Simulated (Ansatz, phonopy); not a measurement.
# How KBr (Fm-3m) expands on warming, part 3 of 3

Aim: the lattice, expansion, heat capacity and bulk modulus of KBr as it warms.

Experimental results on record:
- volume expansion coefficient 116.1 1e-6/K and heat capacity C_P per formula unit 52.3 J/mol/K near room temperature (given in “High-Throughput Prediction of Finite-Temperature Properties using the Quasi-Harmonic Approximation”, 2016, arXiv:1603.06924)
- volume expansion coefficient 117.6 1e-6/K near room temperature (given in “Descriptors for thermal expansion in solids”, 2017, arXiv:1701.03966)

Ansatz 0.2.0; DFT LDA, scalar-relativistic, plane waves, PAW.

So far, principal linear expansion coefficients at 298 K (× 1e-6/K): step 7 (phonons on strained cells, cutoff 550 eV, k-mesh 8×8×8) 38.3; step 9 (the quasi-harmonic study, cutoff 487.2 eV, k-mesh 12×12×12) 38.3. Also isothermal bulk modulus at 298 K (GPa): 16.8 in steps 7, 9 and 11.

### Step 12. The series together

Times are for 4 threads of Intel Xeon Platinum 8259CL at 2.50GHz (Skylake/Cascade Lake), shared host. The runs compared:

```
no.  functional  cutoff (eV)    k-mesh  q-mesh  method  pressure (GPa)  volume expansion coefficient at 298 K (1e-6/K)  C_P at 298 K (J/mol-atom/K)  isothermal bulk modulus at 298 K (GPa)    time  memory (GiB)
  1         lda          550     8×8×8   4×4×4    dfpt               0                                           115.0                        25.80                                   16.76  13 min           1.6
  2         lda        487.2  12×12×12   4×4×4    dfpt               0                                           115.0                         25.8                                   16.76  35 min           3.7
  3         lda        487.2     8×8×8   4×4×4    dfpt               0                                           115.0                         25.8                                   16.76  12 min           1.4
```

The runs together, line volume. The expansion coefficient, volume by temperature; values in 1e-6/K:

```
temperature (K)  lda, 550, 8×8×8, 4×4×4, dfpt, 0  lda, 487.2, 12×12×12, 4×4×4, dfpt, 0  lda, 487.2, 8×8×8, 4×4×4, dfpt, 0
              0                                0                                     0                                  0
             25                             10.5                                  10.5                               10.5
             50                             45.2                                  45.2                               45.2
             75                             68.7                                  68.7                               68.7
            100                             81.8                                  81.8                               81.8
            125                             89.8                                  89.8                               89.8
            150                             95.3                                  95.3                               95.3
            175                             99.6                                  99.6                               99.6
            200                              103                                   103                                103
            225                              106                                   106                                106
            250                              109                                   109                                109
            275                              112                                   112                                112
            298                              115                                   115                                115
            300                              115                                   115                                115
            325                              118                                   118                                118
            350                              121                                   121                                121
            375                              124                                   124                                124
            400                              127                                   127                                127
            425                              131                                   131                                131
            450                              134                                   134                                134
            475                              138                                   138                                138
            500                              142                                   142                                142
```

The runs together, line C_P. Heat capacity, C_P against temperature; values in J/mol-atom/K:

```
temperature (K)  lda, 550, 8×8×8, 4×4×4, dfpt, 0  lda, 487.2, 12×12×12, 4×4×4, dfpt, 0  lda, 487.2, 8×8×8, 4×4×4, dfpt, 0
              0                                0                                     0                                  0
             25                             5.17                                  5.17                               5.17
             50                             13.8                                  13.8                               13.8
             75                             18.7                                  18.7                               18.7
            100                             21.2                                  21.2                               21.2
            125                             22.7                                  22.7                               22.7
            150                             23.6                                  23.6                               23.6
            175                             24.2                                  24.2                               24.2
            200                             24.6                                  24.6                               24.6
            225                             25.0                                  25.0                               25.0
            250                             25.3                                  25.3                               25.3
            275                             25.6                                  25.6                               25.6
            298                             25.8                                  25.8                               25.8
            300                             25.8                                  25.8                               25.8
            325                             26.1                                  26.1                               26.1
            350                             26.3                                  26.3                               26.3
            375                             26.5                                  26.5                               26.5
            400                             26.7                                  26.7                               26.7
            425                             27.0                                  27.0                               27.0
            450                             27.2                                  27.2                               27.2
            475                             27.5                                  27.5                               27.5
            500                             27.7                                  27.7                               27.7
```

### Step 13. Free-energy fit

This step: DFT LDA, scalar-relativistic, plane waves, PAW (phonopy 4.10.0).

The fit gives a volume expansion of 115 × 10⁻⁶/K at 300 K, against 115 at 298 K from the study itself, whose static fit uses more cells.

### Step 14. Outcome

- settings of these figures: LDA, 487.2 eV, k 12×12×12, q 4×4×4
- volume expansion coefficient at 298 K: 115.0 1e-6/K
- C_P at 298 K: 25.8 J/mol-atom/K
- entropy at 298 K: 47.09 J/mol-atom/K
- isothermal bulk modulus at 298 K: 16.76 GPa
- Grüneisen parameter at 298 K: 1.583
- volume at 298 K: 33.39 Å³/atom
- principal linear expansion coefficients at 298 K: 38.33, 38.33, 38.33 1e-6/K

In words: Near room temperature KBr expands by 115 × 10⁻⁶/K in volume by LDA, with C_P = 25.8 J/(mol K) per mole of atoms and B_T = 16.8 GPa. C_P at room temperature is 103 % of the classical 3R an atom; C_V is 98 %, and the rest is expansion work. A measured volume expansion coefficient near room temperature is 116.1 1e-6/K (arXiv:1603.06924); the calculated 115 1e-6/K differs by -1 %. A measured heat capacity per formula unit near room temperature is 52.3 J/mol/K (arXiv:1603.06924); the calculated 51.6 J/mol/K differs by -1 %. Changing the k-mesh and cutoff moves the volume expansion at 298 K between 115 and 115 × 10⁻⁶/K, while the CPU time spans a factor of 3.0. The PAW files were made for PBE and are used here under another functional, for which the program regenerates the frozen cores. The cell of these runs is 10 % smaller in volume than the database cell; frequencies and all that rests on them shift with it.

[Logs are printed without paths, hosts, clocks, repeated set-up lines and the standing remarks that a program may print on its own settings, such as how far it seeks lower states.]

[Hosts, paths, dates, database ids (printed as entryN), source tags and the programs' standing remarks are cut or masked in the printed files.]

[A step with changed settings may run another functional than the one named; its input shows which.]
